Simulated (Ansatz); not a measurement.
# Y (P6_3/mmc, 2 atoms in the cell) under uniaxial strain along c

Aim: how do the optical modes of Y (P6_3/mmc, 2 atoms in the cell) shift and split under this strain?

Method: DFT PBEsol, scalar-relativistic, plane waves, PAW; PAW set soft_1, in Ansatz 0.2.0.

Report form: the programs' logs are mostly left out.

## (1) Set-up

It takes space group P6_3/mmc (No. 194, hexagonal). The conventional cell has a = 3.647 Å, b = 3.647 Å, c = 5.731 Å, α = 90.00°, β = 90.00°, γ = 120.00°. Nearest to Y lie 12 Y at 3.56 to 3.65 Å.

As a file:

```
Y
1.0
     3.64740    0.00000    0.00000
    -1.82370    3.15874    0.00000
     0.00000    0.00000    5.73060
Y
2
Direct
  0.33333 0.66667 0.25000
  0.66667 0.33333 0.75000
```

## (2) Relaxation

Harmonic phonons are second derivatives at a point where the forces vanish, and they are wanted at zero stress, so atoms and cell are relaxed first.

input.yaml

```yaml
crystal:
  lattice:
    - [3.6474, 0.0, 0.0]
    - [-1.8237, 3.1587410578, 0.0]
    - [0.0, 0.0, 5.7306]
  atoms:
    - { symbol: "Y", position: [0.33333333, 0.66666667, 0.25] }
    - { symbol: "Y", position: [0.66666667, 0.33333333, 0.75] }
kpoints:
  mp_grid: { grid: [15, 15, 8] }
hamiltonian:
  xc: pbesol
  pseudopotentials: { kind: paw, azcp: { folder: soft_1 }, xc_functional: pbe }
scf:
  occupations: { method: gaussian, width: 0.1 }
output:
  forces: true
  stress: true
  eigenvalues: true
  write_density: true
  write_potential: true
  elf: true
  volumetric_format: npy
relax:
  adjacent_minimum: "off"
  f_tol: 0.005
  max_steps: 80
  cell: { stress_tol: 0.05 }
```

On the command line:

```bash
> ansatz run input.yaml --threads 4 --pin off --max-ram 10240MiB --backend cpu --events-out ev --progress --plain --runs-dir out
```

Run time: 23 s. Hardware: 4 threads of Intel Xeon at 2.50GHz (Skylake/Cascade Lake), shared host; peak memory 0.47 GiB; 56 s of CPU time.

The steps of the relaxation:

| step | energy less that of the first step (eV) | largest force component (eV/Å) | pressure (GPa) | volume (Å³) |
| --- | --- | --- | --- | --- |
| 1 | 0.0000 | 0.0000 | -2.09 | 66.02 |
| 2 | -0.0244 | 0.0000 | 0.04 | 62.56 |
| 3 | -0.0245 | 0.0000 | 0.01 | 62.61 |
| 4* | -0.0244 | 0.0000 | 0.01 | 62.61 |

Relaxation steps marked * repeat the geometry before them on a plane-wave basis chosen anew for their cell, so energy and pressure can jump there.

The run keeps the 24 symmetry operations that it works with, so distortions that break them were not tested.

| conventional cell, symmetrised | before | after | change |
| --- | --- | --- | --- |
| a (Å) | 3.647 | 3.598 | -1.4 % |
| b (Å) | 3.647 | 3.598 | -1.4 % |
| c (Å) | 5.731 | 5.585 | -2.5 % |
| volume (Å³/atom) | 33.01 | 31.30 | -5.2 % |

The relaxed structure:

```
Y
1.0
     3.59789    0.00000    0.00000
    -1.79894    3.11586    0.00000
     0.00000    0.00000    5.58472
Y
2
Direct
  0.33333 0.66667 0.25000
  0.66667 0.33333 0.75000
```

This step gave:

| Item | Value |
| --- | --- |
| pressure | 0.008383 GPa |
| volume per atom | 31.30 Å³ |
| gap on the k-mesh | 0 eV |

Valence density in the ac plane at fractional y = 0.333, with atoms of Y within 0.2 Å of it. It is the smooth field of the valence electrons, not physical close to the nuclei.

Values in e/Å³, 21 rows by 14 columns, each cell a mean:
```
0.1 0.1 0.1 0.1 0.1 0.1 0.1 0.2 0.3 0.3 0.3 0.2 0.2 0.1
0.1 0.1 0.1 0.1 0.1 0.1 0.2 0.5 0.8 1.0 0.9 0.6 0.3 0.2
0.1 0.1 0.1 0.1 0.1 0.2 0.4 1.1 1.9 2.3 2.1 1.4 0.7 0.3
0.2 0.1 0.1 0.1 0.1 0.3 0.9 2.2 3.2 3.4 3.4 2.7 1.4 0.5
0.2 0.1 0.1 0.1 0.2 0.4 1.1 2.8 3.4 3.0 3.2 3.2 1.9 0.7
0.2 0.1 0.1 0.1 0.2 0.4 1.1 2.7 3.4 3.1 3.3 3.1 1.8 0.7
0.2 0.1 0.1 0.1 0.1 0.3 0.7 1.9 2.9 3.3 3.1 2.3 1.2 0.4
0.1 0.1 0.1 0.1 0.1 0.2 0.4 1.0 1.6 2.0 1.8 1.2 0.6 0.3
0.1 0.1 0.1 0.1 0.1 0.1 0.2 0.4 0.6 0.8 0.7 0.5 0.3 0.2
0.1 0.1 0.1 0.1 0.1 0.1 0.1 0.2 0.2 0.2 0.2 0.2 0.1 0.1
0.1 0.1 0.1 0.1 0.1 0.1 0.1 0.1 0.1 0.1 0.1 0.1 0.1 0.1
0.1 0.1 0.1 0.1 0.1 0.1 0.1 0.1 0.1 0.1 0.1 0.1 0.1 0.1
0.1 0.2 0.2 0.2 0.1 0.1 0.1 0.1 0.1 0.1 0.1 0.1 0.1 0.1
0.2 0.2 0.3 0.2 0.2 0.1 0.1 0.1 0.1 0.1 0.1 0.1 0.1 0.1
0.2 0.3 0.4 0.3 0.3 0.2 0.1 0.1 0.1 0.1 0.1 0.1 0.1 0.1
0.2 0.3 0.4 0.4 0.3 0.2 0.1 0.1 0.1 0.1 0.1 0.1 0.1 0.2
0.2 0.3 0.4 0.3 0.2 0.2 0.1 0.1 0.1 0.1 0.1 0.1 0.1 0.1
0.2 0.2 0.2 0.2 0.2 0.1 0.1 0.1 0.1 0.1 0.1 0.1 0.1 0.1
0.1 0.1 0.1 0.1 0.1 0.1 0.1 0.1 0.1 0.1 0.1 0.1 0.1 0.1
0.1 0.1 0.1 0.1 0.1 0.1 0.1 0.1 0.1 0.1 0.1 0.1 0.1 0.1
0.1 0.1 0.1 0.1 0.1 0.1 0.1 0.1 0.1 0.1 0.1 0.1 0.1 0.1
```
Columns run along a (3.6 Å), rows up along c (5.6 Å). Atoms in or near the plane, at fractional coordinates: Y at (0.67, 0.75).

ELF in the ac plane at fractional y = 0.333, with atoms of Y within 0.2 Å of it. It is the smooth field of the valence electrons, not physical close to the nuclei.

Ten even steps from '_' (0.12) to '@' (0.85), each cell a mean:
```
::--====::..____..::..______
__::==--..____--**##**==..__
__..--::____--%%@@@@@@%%++..
____....__..##@@@@%%@@@@%%==
____..____::%%@@%%++**@@@@++
____..____::%%@@%%++**@@@@++
____::..__..**@@@@@@@@@@%%--
__..--::____::##@@@@@@%%==..
..--====..____::++**++--..__
::--====::..________________
::::::::::::..............::
..________..::--========--::
____________..==**####++::__
____....______--**####++::__
__..::::..____--**####==..__
__::----..____--**####==..__
__..::::______--**####==..__
____________..==**####++::__
____________::==******++--..
....____....::----====----::
::::::::::::................
```
Columns run along a (3.6 Å), rows up along c (5.6 Å). Atoms in or near the plane, at fractional coordinates: Y at (0.67, 0.75).

Electrostatic potential energy in the ac plane at fractional y = 0.333, with atoms of Y within 0.2 Å of it. With pseudopotentials it is smooth inside the atoms' cores, unlike the true potential.

Ten even steps from '0' (-46 eV) to '9' (12 eV), each cell a mean:
```
99999998888899
99999987655688
99999874212368
89999851000136
89999740000026
89999740000026
89999862000147
99999875322468
99999987666789
99999999888999
99999999999999
99999999999999
99889999999999
88888999999999
88778899999999
87778899999999
88778899999999
88888999999999
99999999999999
99999999999999
99999999999999
```
Columns run along a (3.6 Å; values clipped at the 3rd and 97th percentile), rows up along c (5.6 Å). Atoms in or near the plane, at fractional coordinates: Y at (0.67, 0.75).

In this step the volume went from 33.01 to 31.30 Å³/atom.

## (3) Tight relaxation

Phonons need small forces and stress, so the relaxation is finished with tight tolerances on 15×15×8 k points.

input.yaml, the sections that differ from step 2:

```yaml
crystal:
  lattice:
    - [3.5978877796, 0.0, 0.0]
    - [-1.7989438898, 3.1158622171, 0.0]
    - [0.0, 0.0, 5.584720621]
  atoms:
    - { symbol: "Y", position: [0.3333333333, 0.6666666667, 0.25] }
    - { symbol: "Y", position: [0.6666666667, 0.3333333333, 0.75] }
scf:
  occupations: { method: methfessel_paxton, width: 0.2 }
output:
  forces: true
  stress: true
  eigenvalues: true
relax:
  adjacent_minimum: "off"
  f_tol: 0.001
  max_steps: 60
  cell: { stress_tol: 0.01 }
# kpoints, hamiltonian: as in step 2
```

Wall time 22 s (4 threads); peak memory 0.46 GiB.

Little changed from the start: no atom moved by 0.005 Å and no cell edge by 0.1 %.

This step gave:

| Property | Result |
| --- | --- |
| pressure | 0.001299 GPa |

The forces vanish by symmetry and the pressure is 0.001 GPa, within the tolerances set. The cell now holds 31.30 Å³/atom.

## (4) Modes at rest

Phonons follow from the second derivative of the energy, found here by linear response.

The modes at rest are the reference of the series.

input.yaml, the sections that differ from step 3:

```yaml
crystal:
  lattice:
    - [3.5985008811, 0.0, 0.0]
    - [-1.7992504406, 3.1163931786, 0.0]
    - [0.0, 0.0, 5.5819626416]
  atoms:
    - { symbol: "Y", position: [0.3333333333, 0.6666666667, 0.25] }
    - { symbol: "Y", position: [0.6666666667, 0.3333333333, 0.75] }
output:
  eigenvalues: true
phonons:
  method: dfpt
# kpoints, hamiltonian, scf: as in step 3
# relax: removed
```

Run time: 72 s. Hardware: 4 threads; peak memory 1.1 GiB.

This step gave:

```
sum-rule residual before enforcement                    : 2.41e-5 eV/Å²
point group                                             : 6/mmm
highest optical mode at the zone centre (no LO-TO term) : 154.2 cm⁻¹
lowest optical zone-centre mode                         : 89.97 cm⁻¹
```

Patterns of degenerate modes are one choice out of their space. Modes at Γ:

| mode | frequency (cm⁻¹) | symmetry |
| --- | --- | --- |
| 1 | 0.0 | acoustic |
| 2 | 0.0 | acoustic |
| 3 | 0.0 | acoustic |
| 4 | 90.0 | E2g |
| 5 | 90.0 | E2g |
| 6 | 154.2 | B1g |

Displacements in mode 4 (90.0 cm⁻¹), the largest set to 1:
```
Y1   0.00 -1.00  0.00
Y2   0.00  1.00  0.00
```

Displacements in mode 6 (154.2 cm⁻¹), the largest set to 1:
```
Y1   0.00  0.00  1.00
Y2   0.00  0.00 -1.00
```

Before it was imposed, the acoustic sum rule was missed by 2.4e-5 eV/Å². Small misses are needed for a sound result but don't prove that mesh and cutoff are converged. The lowest optical mode is real, 90.0 cm⁻¹.

## (5) A member of the series: uniaxial strain of +4 % along c

The cell takes a uniaxial strain of +4 % along c. The strained length and the angles are held, while the rest of the cell and the atoms relax.

input.yaml, the sections that differ from step 4:

```yaml
crystal:
  lattice:
    - [3.5730830571, 0.0, 0.0]
    - [-1.7865415286, 3.0943806973, 0.0]
    - [0.0, 0.0, 5.8052411472]
  atoms:
    - { symbol: "Y", position: [0.3333333287, 0.6666666713, 0.25] }
    - { symbol: "Y", position: [0.6666666713, 0.3333333287, 0.75] }
output:
  forces: true
  stress: true
  eigenvalues: true
relax:
  adjacent_minimum: "off"
  f_tol: 0.001
  max_steps: 60
  cell: { stress_tol: 0.01, fix: [c, angles] }
# kpoints, hamiltonian, scf: as in step 4
# phonons: removed
```

The job ended after 50 s (4 threads; peak memory 0.6 GiB; 2.2 min of CPU time).

Relaxation path:

| step | energy less that of the first step (eV) | largest force component (eV/Å) | pressure (GPa) | volume (Å³) |
| --- | --- | --- | --- | --- |
| 1 | 0.0000 | 0.0000 | -1.06 | 64.19 |
| 2 | -0.0002 | 0.0000 | -0.90 | 63.91 |
| 3 | -0.0002 | 0.0000 | -0.88 | 63.87 |
| 4* | -0.0002 | 0.0000 | -0.88 | 63.87 |

Relaxation steps marked * repeat the geometry before them on a plane-wave basis chosen anew for their cell, so energy and pressure can jump there.

| conventional cell, symmetrised | before | after | change |
| --- | --- | --- | --- |
| a (Å) | 3.573 | 3.564 | -0.2 % |
| b (Å) | 3.573 | 3.564 | -0.2 % |
| c (Å) | 5.805 | 5.805 | -0.0 % |
| volume (Å³/atom) | 32.09 | 31.93 | -0.5 % |

The relaxed structure:

```cif
data_structure
_symmetry_space_group_name_H-M 'P 1'
_symmetry_Int_Tables_number 1
_cell_length_a 3.5643
_cell_length_b 3.5643
_cell_length_c 5.8052
_cell_angle_alpha 90.000
_cell_angle_beta 90.000
_cell_angle_gamma 120.000
_cell_volume 63.87
loop_
_atom_site_label
_atom_site_type_symbol
_atom_site_fract_x
_atom_site_fract_y
_atom_site_fract_z
_atom_site_occupancy
Y1 Y 0.33333 0.66667 0.25000 1
Y2 Y 0.66667 0.33333 0.75000 1
```

This step gave:

```yaml
pressure: -0.8761 GPa
volume_per_atom: 31.93 Å³
```

The forces vanish by symmetry.

The cell shrank by 0.5 % in volume.

## (6) Zone-centre modes of the member: uniaxial strain of +4 % along c

The zone-centre modes follow for uniaxial strain of +4 % along c.

input.yaml, the sections that differ from step 5:

```yaml
crystal:
  lattice:
    - [3.5642851946, 0.0, 0.0]
    - [-1.7821425973, 3.0867615248, 0.0]
    - [0.0, 0.0, 5.8052411472]
  atoms:
    - { symbol: "Y", position: [0.3333333352, 0.6666666648, 0.25] }
    - { symbol: "Y", position: [0.6666666648, 0.3333333352, 0.75] }
output:
  eigenvalues: true
phonons:
  method: dfpt
# kpoints, hamiltonian, scf: as in step 5
# relax: removed
```

The job ended after 67 s (4 threads; peak memory 1.1 GiB; 2.6 min of CPU time).

This step gave:

- sum-rule residual before enforcement: 2.05e-5 eV/Å²
- highest optical mode at the zone centre (no LO-TO term): 126.7 cm⁻¹
- lowest optical zone-centre mode: 79.78 cm⁻¹

Patterns of degenerate modes are one choice out of their space. Modes at Γ:

| mode | frequency (cm⁻¹) | symmetry |
| --- | --- | --- |
| 1 | 0.0 | acoustic |
| 2 | 0.0 | acoustic |
| 3 | 0.0 | acoustic |
| 4 | 79.8 | E2g |
| 5 | 79.8 | E2g |
| 6 | 126.7 | B1g |

The lowest optical mode is real, 79.8 cm⁻¹, and the highest lies at 126.7 cm⁻¹.

Between step 4 and this run (strain 4 %) the value for the highest optical mode at the zone centre (no LO-TO term) moves from 154 cm⁻¹ to 127 cm⁻¹ (-18 %).

## (7) Relaxation of a member: uniaxial strain of -4 % along c

The cell takes a uniaxial strain of -4 % along c. The strained length and the angles are held, while the rest of the cell and the atoms relax.

input.yaml, the sections that differ from step 6:

```yaml
crystal:
  lattice:
    - [3.6236792371, 0.0, 0.0]
    - [-1.8118396186, 3.1381982745, 0.0]
    - [0.0, 0.0, 5.358684136]
  atoms:
    - { symbol: "Y", position: [0.3333335568, 0.6666664432, 0.25] }
    - { symbol: "Y", position: [0.6666664432, 0.3333335568, 0.75] }
output:
  forces: true
  stress: true
  eigenvalues: true
relax:
  adjacent_minimum: "off"
  f_tol: 0.001
  max_steps: 60
  cell: { stress_tol: 0.01, fix: [c, angles] }
# kpoints, hamiltonian, scf: as in step 6
# phonons: removed
```

Wall time 38 s (4 threads); peak memory 0.59 GiB.

The steps of the relaxation:

| step | energy less that of the first step (eV) | largest force component (eV/Å) | pressure (GPa) | volume (Å³) |
| --- | --- | --- | --- | --- |
| 1 | 0.0000 | 0.0000 | 1.26 | 60.94 |
| 2 | -0.0002 | 0.0000 | 1.05 | 61.23 |
| 3* | -0.0002 | 0.0000 | 1.05 | 61.23 |

Relaxation steps marked * repeat the geometry before them on a plane-wave basis chosen anew for their cell, so energy and pressure can jump there.

| conventional cell, symmetrised | before | after | change |
| --- | --- | --- | --- |
| a (Å) | 3.624 | 3.632 | +0.2 % |
| b (Å) | 3.624 | 3.632 | +0.2 % |
| c (Å) | 5.359 | 5.359 | +0.0 % |
| volume (Å³/atom) | 30.47 | 30.61 | +0.5 % |

The relaxed structure:

```
Y
1.0
     3.63223    0.00000    0.00000
    -1.81612    3.14561    0.00000
     0.00000    0.00000    5.35868
Y
2
Direct
  0.33333 0.66667 0.25000
  0.66667 0.33333 0.75000
```

This step gave:

* pressure: 1.045 GPa
* volume per atom: 30.61 Å³

The largest force component left is 0.0072 meV/Å.

## (8) Zone-centre modes of the member: uniaxial strain of -4 % along c

The zone-centre modes follow for uniaxial strain of -4 % along c.

input.yaml, the sections that differ from step 7:

```yaml
crystal:
  lattice:
    - [3.6322319547, 0.0, 0.0]
    - [-1.8161159774, 3.1456051452, 0.0]
    - [0.0, 0.0, 5.358684136]
  atoms:
    - { symbol: "Y", position: [0.3333337606, 0.6666662394, 0.25] }
    - { symbol: "Y", position: [0.6666662394, 0.3333337606, 0.75] }
output:
  eigenvalues: true
phonons:
  method: dfpt
# kpoints, hamiltonian, scf: as in step 7
# relax: removed
```

It took 68 s on 4 threads; peak memory 1.1 GiB.

Numbers from this step:

```yaml
sum_rule_residual_before_enforcement: 3.69e-5 eV/Å²
highest_optical_mode_at_the_zone_centre_no_lo_to_term: 180.6 cm⁻¹
lowest_optical_zone_centre_mode: 97.46 cm⁻¹
```

Patterns of degenerate modes are one choice out of their space. Modes at Γ:

| mode | frequency (cm⁻¹) | symmetry |
| --- | --- | --- |
| 1 | 0.0 | acoustic |
| 2 | 0.0 | acoustic |
| 3 | 0.0 | acoustic |
| 4 | 97.5 | E2g |
| 5 | 97.5 | E2g |
| 6 | 180.6 | B1g |

Displacements in mode 5 (97.5 cm⁻¹), the largest set to 1:
```
Y1   0.00  1.00  0.00
Y2   0.00 -1.00  0.00
```

Displacements in mode 6 (180.6 cm⁻¹), the largest set to 1:
```
Y1   0.00  0.00 -1.00
Y2   0.00  0.00  1.00
```

The lowest optical mode is real, 97.5 cm⁻¹, and the highest lies at 180.6 cm⁻¹.

For the highest optical mode at the zone centre (no LO-TO term), step 4 gave 154 cm⁻¹; this run, with strain -4 %, gives 181 cm⁻¹ (+17 %).

## (9) All members side by side

The members are set side by side, also those not shown above.

Stress is positive in compression; energies are extrapolated to zero smearing, and E0 is that at rest; the edges not held and the atoms are relaxed in each cell; all runs use 15×15×8 k points and Methfessel-Paxton smearing of 0.2 eV. State of the crystal along the series:

| strain (%) | stress along the axis (GPa) | free strain along a (%) | free strain along b (%) | E - E0 (meV/atom) |
| --- | --- | --- | --- | --- |
| -4 | 3.147 | 0.9374 | 0.9374 | 11.73 |
| -3 | 2.314 | 0.6997 | 0.6997 | 6.344 |
| -2 | 1.508 | 0.4651 | 0.4651 | 2.645 |
| -1 | 0.7338 | 0.2308 | 0.2308 | 0.5613 |
| 0 | -0.008826 | 0 | 0 | 0 |
| 1 | -0.719 | -0.2279 | -0.2279 | 0.8648 |
| 2 | -1.391 | -0.4653 | -0.4653 | 3.064 |
| 3 | -2.029 | -0.7063 | -0.7063 | 6.512 |
| 4 | -2.629 | -0.9508 | -0.9508 | 11.12 |

Optical modes are counted from below at rest and tracked from member to member by their patterns, and modes that stay within 0.3 cm⁻¹ of each other stand once; labels, where given, are those at rest; the edges not held and the atoms are relaxed in each cell; all runs use 15×15×8 k points and Methfessel-Paxton smearing of 0.2 eV. Optical modes along the series:

| strain (%) | optical mode 1 E2g (cm⁻¹) | optical mode 2 B1g (cm⁻¹) |
| --- | --- | --- |
| -4 | 97.46 | 180.6 |
| -3 | 96.32 | 174.4 |
| -2 | 94.63 | 167.9 |
| -1 | 92.46 | 161.1 |
| 0 | 89.97 | 154.2 |
| 1 | 87.33 | 147.3 |
| 2 | 84.69 | 140.4 |
| 3 | 82.15 | 133.5 |
| 4 | 79.78 | 126.7 |

Value and slope at zero strain of a cubic (a lower polynomial where under five rows exist) through the rows within 2 % of rest. Slopes at rest:

| mode | frequency (cm⁻¹) | shift per percent of strain (cm⁻¹) | shift per GPa of compressive stress (cm⁻¹) |
| --- | --- | --- | --- |
| optical mode 1 E2g | 90 | -2.59 | 3.57 |
| optical mode 2 B1g | 154.2 | -6.93 | 9.54 |

## (10) What came out

```
members                                                          : 9
highest optical mode at the zone centre (no LO-TO term), at rest : 154.2 cm⁻¹
Young’s modulus along c                                          : 72.7 GPa
optical mode 1 E2g, shift per percent                            : -2.59 cm⁻¹
optical mode 2 B1g, shift per percent                            : -6.93 cm⁻¹
```

The stress changes by 0.73 GPa for each percent, a Young’s modulus of 73 GPa along c. For each percent the free edge responds with -0.23 %. The fastest shift in the table of slopes is -6.9 cm⁻¹ for each percent (optical mode 2 B1g), or 9.5 cm⁻¹ for each GPa of compressive stress. For small strain, the measured shift of a line that Raman or infrared light can see, divided by its slope, estimates the stress, if the state of stress is of this kind. These are harmonic frequencies at zero temperature: anharmonic shifts, linewidths and thermal expansion are left out. With no gap, or one that is small against the smearing, the frequencies hang on the k mesh and the smearing, most of all near Kohn anomalies. The PAW files were made for PBE; the program adapts parts of them to the functional of the run, but their partial waves stay those of PBE, an approximation that was not tested in this session. Only the zone centre was solved, so an instability at another wavevector cannot show here.

[Logs are printed without paths, hosts, clocks, repeated set-up lines and the standing remarks that a program may print on its own settings, such as how far it seeks lower states.]

[Hosts, paths, dates, database ids (printed as entryN), source tags and the programs' standing remarks are cut or masked in the printed files.]
